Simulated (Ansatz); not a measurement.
## MgZrO3 (built on the sites of a database entry of BaZrO3): following an unstable mode

Which phase does MgZrO3 (built on the sites of a database entry of BaZrO3) fall into along its unstable mode, and how much energy does it gain?

Method: DFT PBEsol, scalar-relativistic, plane waves, norm-conserving pseudopotentials, in Ansatz 0.2.0.

The structure was built from a prototype and need not be the compound's stable phase.

## Step 1: The starting structure

It takes space group Pm-3m (No. 221, cubic). The conventional cell has a = 4.071 Å, b = 4.071 Å, c = 4.071 Å, α = 90.00°, β = 90.00°, γ = 90.00°. Mg has 12 O at 2.88 Å nearest. Zr has 6 O at 2.04 Å nearest. Nearest to O lie 2 Zr at 2.04 Å. Farther neighbours and most contacts between anions are not listed.

## Step 2: Modes at Γ

The cell comes from relaxations at this level that are not shown. The zone centre is the only wavevector solved here; it holds the modes that light can see, as far as symmetry allows. The response to a homogeneous field gives the Born charges and the dielectric tensor, and its change with displacement the Raman tensors.

File input.yaml:

```yaml
crystal:
  lattice:
    - [4.071198049, 0.0, 0.0]
    - [0.0, 4.071198049, 0.0]
    - [0.0, 0.0, 4.071198049]
  atoms:
    - { symbol: Mg, position: [0.0, 0.0, 0.0] }
    - { symbol: Zr, position: [0.5, 0.5, 0.5] }
    - { symbol: O, position: [0.0, 0.5, 0.5] }
    - { symbol: O, position: [0.5, 0.0, 0.5] }
    - { symbol: O, position: [0.5, 0.5, 0.0] }
kpoints:
  mp_grid: { grid: [8, 8, 8] }
hamiltonian:
  xc: pbesol
  pseudopotentials: { kind: nc }
scf:
  occupations: { method: fixed }
output:
  eigenvalues: true
phonons:
  method: dfpt
  dielectric: true
  rigid_motions: translations
  raman: true
```

On the command line:

```console
> ansatz run input.yaml --threads 4 --pin off --max-ram 7168MiB --backend cpu --events-out ev --progress --plain --runs-dir out
```

Numbers of over 12 decimals in the logs are rounded to 6 here.

Output:

```text
Engine: ansatz 0.2.0, aarch64-unknown-linux-gnu
Pseudopotentials: kind: nc
Pseudopotential: Mg, nc, valence charge 10, recommended cutoff 1142.878222 eV (normal), Mg.nc.azcp (PseudoDojo's, or run here from an input of PseudoDojo's: the run reads no file of this project's for it)
Pseudopotential: Zr, nc, valence charge 12, recommended cutoff 897.975746 eV (normal), Zr.nc.azcp (PseudoDojo's, or run here from an input of PseudoDojo's: the run reads no file of this project's for it)
Pseudopotential: O, nc, valence charge 6, recommended cutoff 1142.878222 eV (normal), O.nc.azcp (PseudoDojo's, or run here from an input of PseudoDojo's: the run reads no file of this project's for it)
Functional definition: PBEsol
  exchange = pbesol_x
  correlation = pbesol_c
Crystal: 5 atoms, lattice volume = 67.479 Å³
Basis set: ecut = 1142.878222 eV, 5887 PW (Γ), exchange–correlation on 90×90×90 points (8 copies of the dense FFT grid, shifted against one another)
Bands: 25, of which v1, the nominal top of the filled ones, is band 20 counted from 1 (19 counted from 0)
Symmetry: 48 space group operations
k-points: 170 of 512 (irreducible under 2 space group operations, time reversal used)
Non-local potential: Mg, projectors of the file, l = 0: 2, l = 1: 2
Non-local potential: Zr, projectors of the file, l = 0: 2, l = 1: 2, l = 2: 2
Non-local potential: O, projectors of the file, l = 0: 2, l = 1: 2, l = 2: 1
Initial density: superposition of atomic densities (chi_scale 0.1, normalization cell, long waves kept (reshape's long-wave potential 0.00 eV rms))
Initial wavefunctions: pseudopotential atomic-orbital guess
Functional: x = pbesol(κ = 0.804, μ = 0.123457), c = pbesol(β = 0.046)
SCF iter   1: F=—  HF=-4343.686872 eV  |F-HF|=—  |Δ(HF+E_count)|=         —  Δρ=6.73e-2  dr2=3.36e0  ethr=3.10e-3  ⟨swp⟩=5.3  Hψ=17448  notcnv=0  defer=414
preconditioner: auto → Resta (q_TF=auto, 2.501 Å⁻¹)  ε∞=5.0  [insulator: Δε(μ)=1.763 eV  Ē_g=11.064 eV  n_scr=18 (ndim 8)  ℏωp=22.1 eV  f_vac=0.000  ε∞_Penn≈5.0]
SCF iter   2: F=—  HF=-4342.773147 eV  |F-HF|=—  |Δ(HF+E_count)|=   9.14e-1  Δρ=3.62e-2  dr2=1.07e0  ethr=3.10e-3  ⟨swp⟩=2.8  Hψ=9292  notcnv=0  defer=429
SCF iter   3: F=—  HF=-4342.443351 eV  |F-HF|=—  |Δ(HF+E_count)|=   3.30e-1  Δρ=8.68e-3  dr2=7.03e-2  ethr=2.67e-3  ⟨swp⟩=3.7  Hψ=9015  notcnv=0  defer=443
SCF iter   4: F=—  HF=-4342.431710 eV  |F-HF|=—  |Δ(HF+E_count)|=   1.16e-2  Δρ=4.31e-3  dr2=9.39e-3  ethr=1.76e-4  ⟨swp⟩=2.2  Hψ=6964  notcnv=0  defer=490
SCF iter   5: F=—  HF=-4342.430131 eV  |F-HF|=—  |Δ(HF+E_count)|=   1.58e-3  Δρ=8.07e-4  dr2=7.01e-4  ethr=2.35e-5  ⟨swp⟩=2.2  Hψ=6395  notcnv=0  defer=494
SCF iter   6: F=—  HF=-4342.429956 eV  |F-HF|=—  |Δ(HF+E_count)|=   1.75e-4  Δρ=2.67e-4  dr2=3.27e-5  ethr=1.75e-6  ⟨swp⟩=2.1  Hψ=6341  notcnv=0  defer=494
SCF iter   7: F=—  HF=-4342.429945 eV  |F-HF|=—  |Δ(HF+E_count)|=   1.11e-5  Δρ=3.20e-5  dr2=5.10e-7  ethr=8.17e-8  ⟨swp⟩=2.0  Hψ=6091  notcnv=0  defer=372
SCF iter   8: F=—  HF=-4342.429876 eV  |F-HF|=—  |Δ(HF+E_count)|=   6.95e-5  Δρ=4.75e-6  dr2=1.41e-8  ethr=1.27e-9  ⟨swp⟩=2.1  Hψ=6736  notcnv=0  defer=222
SCF iter   9: F=—  HF=-4342.429876 eV  |F-HF|=—  |Δ(HF+E_count)|=   8.95e-9  Δρ=8.05e-7  dr2=3.73e-10  ethr=3.54e-11  ⟨swp⟩=2.3  Hψ=6790  notcnv=0  defer=222
SCF iter  10: F=-4342.429876 eV  HF=-4342.429876 eV  |F-HF|=1.09e-11  |Δ(HF+E_count)|=  4.17e-10  Δρ=1.55e-7  dr2=9.03e-12  ethr=1.00e-12  ⟨swp⟩=14.6  Hψ=30038  notcnv=0
SCF 1 converged in 10 iterations: F = -4342.429876 eV  dr2 = 9.03e-12
DFPT response loops at Γ: preconditioner auto → Resta (q_TF=auto, 2.501 Å⁻¹)  ε∞=8.8 (no band partly filled); β = 1.00, the filter's whole step (`scf.mixing.beta` (0.50) is not read by the response loops at its default; to damp them type it under 1.00, their step now; it binds the ground state too); Broyden in place of MSR1
── the response to a field inside a basis, on 10×10×10 k-points: an SCF that follows is theirs, and a resumed run solves both again ──
Bands: 21, of which v1, the nominal top of the filled ones, is band 20 counted from 1 (19 counted from 0)
k-points: 35
Initial density: handed on by an earlier stage of this run
Initial wavefunctions: pseudopotential atomic-orbital guess (no wavefunctions were taken with the density)
Eigensolver: Dense (35 Hₖ)
SCF iter   1: F=—  HF=-4342.416981 eV  |F-HF|=—  |Δ(HF+E_count)|=         —  Δρ=1.37e-4  dr2=9.33e-7  ethr=1.00e-1
preconditioner: auto → Resta (q_TF=auto, 2.501 Å⁻¹)  ε∞=7.3  [insulator: Δε(μ)=0.934 eV  Ē_g=8.797 eV  n_scr=18 (ndim 8)  ℏωp=22.1 eV  f_vac=0.000  ε∞_Penn≈7.3]
SCF iter   2: F=—  HF=-4342.416983 eV  |F-HF|=—  |Δ(HF+E_count)|=   2.55e-6  Δρ=7.12e-5  dr2=2.72e-7  ethr=2.33e-9
SCF iter   3: F=—  HF=-4342.416984 eV  |F-HF|=—  |Δ(HF+E_count)|=   9.95e-7  Δρ=2.71e-6  dr2=4.44e-9  ethr=6.79e-10
SCF iter   4: F=—  HF=-4342.416984 eV  |F-HF|=—  |Δ(HF+E_count)|=  3.29e-10  Δρ=1.71e-6  dr2=1.52e-9  ethr=1.11e-11
SCF iter   5: F=—  HF=-4342.416984 eV  |F-HF|=—  |Δ(HF+E_count)|=  2.36e-10  Δρ=4.54e-7  dr2=1.70e-10  ethr=3.79e-12
SCF iter   6: F=-4342.416984 eV  HF=-4342.416984 eV  |F-HF|=0.00e0  |Δ(HF+E_count)|=  1.36e-11  Δρ=9.42e-8  dr2=6.33e-12  ethr=1.00e-12
SCF 1 converged in 6 iterations: F = -4342.416984 eV  dr2 = 6.33e-12
DFPT response loops at Γ: preconditioner auto → Resta (q_TF=auto, 2.501 Å⁻¹)  ε∞=8.0 (no band partly filled); β = 1.00, the filter's whole step (`scf.mixing.beta` (0.50) is not read by the response loops at its default; to damp them type it under 1.00, their step now; it binds the ground state too); Broyden in place of MSR1
DFPT response loops at Γ: mixed as the last ones told, above
WARN: field response: ε∞ stands inside a basis, on 10×10×10 points; the force constants stand on the 8×8×8 k-mesh, whose period is 13.34 times the interband length at k = (0.0000, 0.0000, 0.0000), direct gap 1.082 eV, under 14: take them and everything formed from them as unconverged, and compare with a denser kpoints.mp_grid
SCF converged after 10 iterations
Free energy (F): -4342.429876 eV
Harris-Foulkes:  -4342.429876 eV  (|F-HF|=1.09e-11)
Internal energy: -4342.429876 eV  (E = F + TS)
E sigma→0 (E₀):  -4342.429876 eV
Fermi energy:    7.318983 eV
--- Per-component energies (eV) ---
  E_band       = -495.642136
  E_kinetic    = 2210.046805
  E_local      = -3537.139331  (includes V_loc(G=0)·N_el)
  E_nonlocal   = -556.993171
  E_hartree    = 1135.846911
  E_xc         = -820.920147
  E_vxc        = -883.250300  (∫ρ·V_xc dr)
  E_ewald      = -2773.270942
  E_smearing   = -0.000000  (= −TS)
  E_closure    = -0.000000  (closes the sum)
  Σ components = -4342.429876   (vs F -4342.429876, Δ=0.00e0)
--- Band table (eV; the first three rows and the last of 170) ---
  k-point 0: bands = [... 16 lower, 6.2872, 7.0191, 7.0191, 7.0191, 8.1012, 11.1263, 11.1263, 11.1263, ... 1 higher]
  k-point 1: bands = [... 16 lower, 6.2189, 6.3701, 6.9893, 6.9893, 8.5462, 11.1510, 11.4786, 11.4786, ... 1 higher]
  k-point 2: bands = [... 16 lower, 5.8913, 6.0607, 6.9564, 6.9564, 9.4329, 11.2121, 12.2862, 12.2862, ... 1 higher]
  k-point 169: bands = [... 16 lower, 3.7939, 7.3190, 7.3190, 7.3190, 9.6040, 15.0400, 15.0400, 15.0400, ... 1 higher]
--- Phonons (Γ-DFPT): 4 representative perturbations + reference, on 170 of 512 k-points (Σ response iterations 13) ---
  k mesh reduced under 2 symmetry operations, with k and −k counted as one. Each operation leaves every solved perturbation unchanged. A smaller set is not considered because the run solves the response to a homogeneous field
  ASR residual: 1.217e-2 → 0.000e0 eV/Å²; symmetrization residual: 6.573e-6 eV/Å²
  ASR residual per site (eV/Å²): 1.22e-2 1.73e-4 5.82e-5 5.82e-5 5.82e-5
  Γ frequencies (cm⁻¹): -258.17 -258.17 -258.17 -217.81 -217.81 -217.81 0.00 0.00 0.00 182.45 182.45 182.45 641.12 641.12 641.12
  ε∞ (high-frequency dielectric tensor):
        5.194648     0.000000    -0.000000
        0.000000     5.194648     0.000000
       -0.000000     0.000000     5.194648
  softest optical mode at Γ: -258.17 cm⁻¹; the repairs (sum rule, projections) moved no ω² at Γ by more than (11.74 cm⁻¹)²
  Born effective charges Z* (e; rows j = field, columns β = displacement):
    site 0:
         2.68769   -0.00000   -0.00000
        -0.00000    2.68769    0.00000
         0.00000    0.00000    2.68769
    site 1:
         5.83653   -0.00000    0.00000
         0.00000    5.83653    0.00000
        -0.00000    0.00000    5.83653
    site 2:
        -4.97399   -0.00000    0.00000
        -0.00000   -1.77511    0.00000
         0.00000    0.00000   -1.77511
    site 3:
        -1.77511    0.00000    0.00000
         0.00000   -4.97399    0.00000
         0.00000    0.00000   -1.77511
    site 4:
        -1.77511    0.00000    0.00000
        -0.00000   -1.77511    0.00000
         0.00000    0.00000   -4.97399
  Z* charge neutrality: 1.204e-3 e pre-enforcement
  solved inside a basis spanned on kpoints, on 10×10×10 k-points transformed towards the longest dipole: ε∞ is read to err by 2.0e-2, Z* by 5.2e-2 e (field_mesh: kpoints solves on kpoints); Z* is corrected for what the basis lacks
  Raman tensors (in the event stream and the table raman_tensors.tsv): an entry may err by 3.5e-3 Å², one of the second-order susceptibility by 1.0e-18 pm/V (basis, points and sum rule); their sum over the sites missed zero by 1.412e-20 Å² ahead of its enforcement
  optical modes at Γ without the LO–TO term, one row a degenerate level:
      ω (cm⁻¹)  modes    IR ((D/Å)²/amu)  static Raman (Å⁴/amu)  depolarisation
       -258.17      3            67.5607                 0.0000               —
       -217.81      3             0.0000                 0.0000               —
        182.45      3            14.5385                 0.0000               —
        641.12      3            98.6090                 0.0000               —
  optical modes at Γ + LO–TO along q̂ = [1.0000, 0.0000, 0.0000]:
      ω (cm⁻¹)  modes    IR ((D/Å)²/amu)  static Raman (Å⁴/amu)  depolarisation
       -258.17      2            45.0405                 0.0000               —
       -217.81      3             0.0000                 0.0000               —
        -74.12      1             2.8636                 0.0000               —
        182.45      2             9.6923                 0.0000               —
        279.77      1             7.1758                 0.0000               —
        641.12      2            65.7393                 0.0000               —
        819.39      1            50.1967                 0.0000               —
  optical modes at Γ + LO–TO along q̂ = [0.0000, 1.0000, 0.0000]:
      ω (cm⁻¹)  modes    IR ((D/Å)²/amu)  static Raman (Å⁴/amu)  depolarisation
       -258.17      2            45.0405                 0.0000               —
       -217.81      3             0.0000                 0.0000               —
        -74.12      1             2.8636                 0.0000               —
        182.45      2             9.6923                 0.0000               —
        279.77      1             7.1758                 0.0000               —
        641.12      2            65.7393                 0.0000               —
        819.39      1            50.1967                 0.0000               —
  optical modes at Γ + LO–TO along q̂ = [0.0000, 0.0000, 1.0000]:
      ω (cm⁻¹)  modes    IR ((D/Å)²/amu)  static Raman (Å⁴/amu)  depolarisation
       -258.17      2            45.0405                 0.0000               —
       -217.81      3             0.0000                 0.0000               —
        -74.12      1             2.8636                 0.0000               —
        182.45      2             9.6923                 0.0000               —
        279.77      1             7.1758                 0.0000               —
        641.12      2            65.7393                 0.0000               —
        819.39      1            50.1967                 0.0000               —
```

The job ended after 4.9 min (4 threads of Arm Neoverse V2, shared host; peak memory 4 GiB).

In the SCF lines HF is the Harris–Foulkes energy and dr2 the Hartree energy of the density residual, in eV; the loop may stop once dr2 is under the threshold and the program's other checks hold. Hψ counts applications of the Hamiltonian.

This step gave:

```yaml
gap_on_the_k_mesh: 0.7822 eV
volume_per_atom: 13.50 Å³
sum_rule_residual_before_enforcement: 0.01217 eV/Å²
miss_of_the_charge_sum_rule: 0.001204 e
estimated_error_of_the_dielectric_tensor: 0.02043
estimated_error_of_the_born_charges: 0.05159 e
point_group: m-3m
highest_optical_mode_at_the_zone_centre_no_lo_to_term: 641.1 cm⁻¹
lowest_optical_zone_centre_mode: -258.2 cm⁻¹
mean_high_frequency_dielectric_constant: 5.195
largest_born_charge_third_of_the_trace: 5.837 e
top_of_the_zone_centre_spectrum_with_the_field: 819.4 cm⁻¹
```

Without the LO-TO term. Patterns of degenerate modes are one choice out of their space. Modes at Γ, with each element's share of the kinetic energy (negative means imaginary):

| mode | frequency (cm⁻¹) | symmetry | Mg % | Zr % | O % |
| --- | --- | --- | --- | --- | --- |
| 1 | -258.2 | T1u | 57 | 0 | 43 |
| 2 | -258.2 | T1u | 57 | 0 | 43 |
| 3 | -258.2 | T1u | 57 | 0 | 43 |
| 4 | -217.8 | T2u | 0 | 0 | 100 |
| 5 | -217.8 | T2u | 0 | 0 | 100 |
| 6 | -217.8 | T2u | 0 | 0 | 100 |
| 7 | 0.0 | acoustic | 15 | 56 | 29 |
| 8 | 0.0 | acoustic | 15 | 56 | 29 |
| 9 | 0.0 | acoustic | 15 | 56 | 29 |
| 10 | 182.4 | T1u | 28 | 38 | 33 |
| 11 | 182.4 | T1u | 28 | 38 | 33 |
| 12 | 182.4 | T1u | 28 | 38 | 33 |
| 13 | 641.1 | T1u | 0 | 6 | 94 |
| 14 | 641.1 | T1u | 0 | 6 | 94 |
| 15 | 641.1 | T1u | 0 | 6 | 94 |

Displacements in mode 3 (-258.2 cm⁻¹), the largest set to 1:
```
Mg1  0.00  1.00  0.29
Zr2  0.00  0.03  0.01
O3   0.00 -0.75 -0.22
O4   0.00 -0.19 -0.22
O5   0.00 -0.75 -0.06
```

Displacements in mode 12 (182.4 cm⁻¹), the largest set to 1:
```
Mg1  0.00 -1.00 -0.21
Zr2  0.00  0.60  0.13
O3   0.00 -0.95 -0.20
O4   0.00 -0.01 -0.20
O5   0.00 -0.95  0.00
```

Before it was imposed, the acoustic sum rule was missed by 0.012 eV/Å² and the charge sum rule by 0.0012 e. Small misses are needed for a sound result but don't prove that mesh and cutoff are converged. The lowest optical mode is imaginary, 258.2i cm⁻¹, so the energy falls along it.

The log warns of the k mesh: “the force constants stand on the 8×8×8 k-mesh, whose period is 13.34 times the interband length at k = (0.0000, 0.0000, 0.0000), direct gap 1.082 eV, under 14: take them and everything formed from them as unconverged”.

## Step 3: The mode frozen in, largest atomic shift 0 Å

The mode followed lies at Γ with frequency 217.8i cm⁻¹ and is 3-fold degenerate, one of the unstable modes though not the softest. At small amplitude the distorted cell has space group no. 155 by a symmetry search on the positions. The undistorted cell that holds it gives the zero of energy on the same k mesh.

input.yaml, as its differences from that of step 2:

```diff
@@ -17,9 +17,6 @@
 scf:
-  occupations: { method: fixed }
+  occupations: { method: gaussian, width: 0.02 }
 output:
+  forces: true
+  stress: true
   eigenvalues: true
-phonons:
-  method: dfpt
-  dielectric: true
-  rigid_motions: translations
-  raman: true
```

Output:

```text
[...]
Crystal: 5 atoms, lattice volume = 67.479 Å³
Basis set: ecut = 1142.878222 eV, 5887 PW (Γ), exchange–correlation on 90×90×90 points (8 copies of the dense FFT grid, shifted against one another)
Bands: 25, of which v1, the nominal top of the filled ones, is band 20 counted from 1 (19 counted from 0)
Symmetry: 48 space group operations
[...]
k-points: 35 of 512
[...]
P = ⅓ Tr σ = 0.0027 GPa (0.027 kbar)
--- Band table (eV; the first three rows and the last of 35) ---
  k-point 0: bands = [... 16 lower, 6.2872, 7.0191, 7.0191, 7.0191, 8.1012, 11.1263, 11.1263, 11.1263]
  k-point 1: bands = [... 16 lower, 6.2188, 6.3701, 6.9892, 6.9892, 8.5462, 11.1510, 11.4787, 11.4787]
  k-point 2: bands = [... 16 lower, 5.8913, 6.0607, 6.9563, 6.9563, 9.4329, 11.2121, 12.2862, 12.2862]
  k-point 34: bands = [... 16 lower, 3.7939, 7.3189, 7.3189, 7.3189, 9.6040, 15.0400, 15.0400, 15.0400]
[key lines of the parts left out:]
SCF converged after 8 iterations
Free energy (F): -4342.429876 eV
Fermi energy:    7.710345 eV
```

Wall time 2.6 s (4 threads); peak memory 0.54 GiB.

This step gave:

```
pressure                         : 0.002716 GPa
energy from the undistorted cell : 0 meV/atom
```

At this level the gap is 0.78 eV on the k-mesh of the self-consistent run, which can miss the band edges.

## Step 4: The mode frozen in, largest atomic shift 0.6 Å

The atoms are moved along the unstable eigenvector, the largest shift by 0.6 Å, with the cell fixed.

input.yaml, the sections that differ from step 3:

```yaml
crystal:
  lattice:
    - [4.071198049, 0.0, 0.0]
    - [0.0, 4.071198049, 0.0]
    - [0.0, 0.0, 4.071198049]
  atoms:
    - { symbol: Mg, position: [0.0, 0.0, 0.0] }
    - { symbol: Zr, position: [0.5, 0.5, 0.5] }
    - { symbol: O, position: [0.0, 0.3957888898, 0.6042111102] }
    - { symbol: O, position: [0.3957888898, 0.0, 0.3957888898] }
    - { symbol: O, position: [0.6042111102, 0.6042111102, 0.0] }
# kpoints, hamiltonian, scf, output: as in step 3
```

Output:

```text
[...]
Crystal: 5 atoms, lattice volume = 67.479 Å³
Basis set: ecut = 1142.878222 eV, 5887 PW (Γ), exchange–correlation on 90×90×90 points (8 copies of the dense FFT grid, shifted against one another)
Bands: 25, of which v1, the nominal top of the filled ones, is band 20 counted from 1 (19 counted from 0)
Symmetry: 6 space group operations
[...]
--- Band table (eV; the first three rows and the last of 65) ---
  k-point 0: bands = [... 16 lower, 5.7404, 5.9185, 5.9185, 8.0879, 8.9654, 11.0095, 13.2499, 13.2499]
  k-point 1: bands = [... 16 lower, 5.6755, 5.9345, 6.1421, 7.9180, 9.3333, 11.1098, 12.9030, 13.2469]
  k-point 2: bands = [... 16 lower, 5.5360, 5.9673, 6.4413, 7.6100, 10.1354, 11.2951, 12.5493, 13.1460]
  k-point 64: bands = [... 16 lower, 4.5583, 5.1247, 7.5316, 7.5316, 12.1623, 12.1623, 12.7577, 13.0932]
[key lines of the parts left out:]
SCF converged after 9 iterations
Free energy (F): -4342.848416 eV
Fermi energy:    8.526662 eV
P = ⅓ Tr σ = -11.6100 GPa (-116.100 kbar)
```

Run time: 8 s. Hardware: 4 threads; peak memory 0.6 GiB; 31 s of CPU time.

Numbers from this step:

```yaml
pressure: -11.61 GPa
gap_on_the_k_mesh: 0.8776 eV
energy_from_the_undistorted_cell: -83.71 meV/atom
```

The energy, extrapolated to zero smearing, is -83.71 meV/atom against the undistorted cell.

The run ends at a pressure of -11.61 GPa, with forces up to 0.21 eV/Å.

## Step 5: Energy along the mode, all amplitudes (two of the runs are shown above)

An imaginary frequency means negative curvature, so the energy should fall and then rise again as anharmonic terms take over.

This step gave:

| Property | Result |
| --- | --- |
| depth at the lowest point sampled | 83.71 meV/atom |
| largest atomic shift at that point | 0.6 Å |

Energy from the parent against largest atomic shift:

| largest atomic shift (Å) | energy from the parent (meV/atom) |
| --- | --- |
| 0.000 | 0 |
| 0.040 | -1.33 |
| 0.080 | -5.21 |
| 0.140 | -15.1 |
| 0.220 | -33.3 |
| 0.320 | -58.3 |
| 0.450 | -82.8 |
| 0.600 | -83.7 |

Displacement at unit largest shift by atom:

| atom | x (Å) | y (Å) | z (Å) | size |
| --- | --- | --- | --- | --- |
| Mg1 | 0.000 | 0.000 | 0.000 | 0.000 |
| Zr2 | 0.000 | 0.000 | 0.000 | 0.000 |
| O3 | 0.000 | -0.707 | 0.707 | 1.000 |
| O4 | -0.707 | 0.000 | -0.707 | 1.000 |
| O5 | 0.707 | 0.707 | 0.000 | 1.000 |

The lowest of the steps tried is the last one, at 0.6 Å, 83.7 meV/atom below the parent; the bottom of the well need not coincide with a step.

(Part 1 of 2 ends here.)

[Logs are printed without paths, hosts, clocks, repeated set-up lines and the standing remarks that a program may print on its own settings, such as how far it seeks lower states.]

[Hosts, paths, dates, database ids (printed as entryN), source tags and the programs' standing remarks are cut or masked in the printed files.]
